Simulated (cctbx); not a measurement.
# Reading a Patterson map

Space group I-43m (no. 217), a = 8.8400 Å, b = 8.8400 Å, c = 8.8400 Å, α = 90.00°, β = 90.00°, γ = 90.00°, content Ba6 Sn8 Cd8.

Simulated single-crystal data (cctbx): Ag Kα, λ = 0.56087 Å, to d = 0.7 Å, 50 % of the full sphere, strongest reflection 40000 counts, noise from counting, a 2 % proportional error and a noise floor of 15 counts (s.d.); no absorption.

Patterson synthesis, origin scaled to 1000:

```text
Patterson group I m -3 m
      u       v       w   height  length (A)
  0.000   0.000   0.000   1000.0     0.00
  0.000   0.000   0.500    234.8     4.42
  0.211   0.278   0.278    106.5     3.94
  0.110   0.110   0.364    100.8     3.50
  0.000   0.420   0.420     79.1     5.25
  0.168   0.168   0.168     68.8     2.57
  0.000   0.242   0.242     64.7     3.03
  0.000   0.062   0.398     -0.0     3.56
  0.115   0.288   0.288     -4.5     3.74
  0.110   0.242   0.242     -5.7     3.17
  0.067   0.176   0.316     -5.8     3.25
  0.000   0.000   0.297     -6.2     2.63
  0.000   0.128   0.259     -6.8     2.55
  0.129   0.250   0.371     -7.1     4.12
```

**Question.** Which atom pairs make the peaks, and where is the heaviest atom?

A peak at u stands for all pairs with xi − xj = u, with weight Σ ZiZj against Σ Z² = 57248 at the origin. Peak heights follow these weights only roughly, since form factors, motion and series ripples differ, all vectors within 0.55 Å of a peak are counted as merged into it though the farther ones add only part of their weight, and F(000) is left out, which lowers the whole map:

| u | v | w | shortest length (Å) | height | 1000 ΣZiZj/ΣZ² | pairs in the cell |
| --- | --- | --- | --- | --- | --- | --- |
| 0.000 | 0.000 | 0.500 | 4.42 | 235 | 219 | 4 × Ba–Ba |
| 0.211 | 0.278 | 0.278 | 3.77 | 106 | 98 | 2 × Ba–Sn |
| 0.110 | 0.110 | 0.364 | 3.50 | 101 | 178 | 2 × Ba–Cd, 2 × Sn–Cd |
| 0.000 | 0.420 | 0.420 | 4.53 | 79 | 87 | 2 × Sn–Sn |
| 0.168 | 0.168 | 0.168 | 2.57 | 69 | 84 | 2 × Sn–Cd |
| 0.000 | 0.242 | 0.242 | 3.03 | 65 | 80 | 2 × Cd–Cd |

The table stops at ten peaks or at a height of 45, below which ripples compete. In the model behind the data Ba, the heaviest element, has 1 independent site: (0, 0, 1/2), up to an allowed shift of origin; the Ba–Ba vectors are differences of these positions and their symmetry mates. Elements of similar Z can't be told apart from the map alone. The whole model:

| atom | mult. | x | y | z | Ueq (Å²) |
| --- | --- | --- | --- | --- | --- |
| Ba1 | 6 | 0 | 0 | 1/2 | 0.0147 |
| Sn1 | 8 | 0.2109 | 0.7891 | 0.2109 | 0.0170 |
| Cd1 | 8 | 0.3794 | 0.6206 | 0.3794 | 0.0166 |

This is a model crystal, built by substitution and not relaxed, with assumed displacement parameters.

[Logs are printed without paths, hosts, clocks, repeated set-up lines and the standing remarks that a program may print on its own settings, such as how far it seeks lower states.]
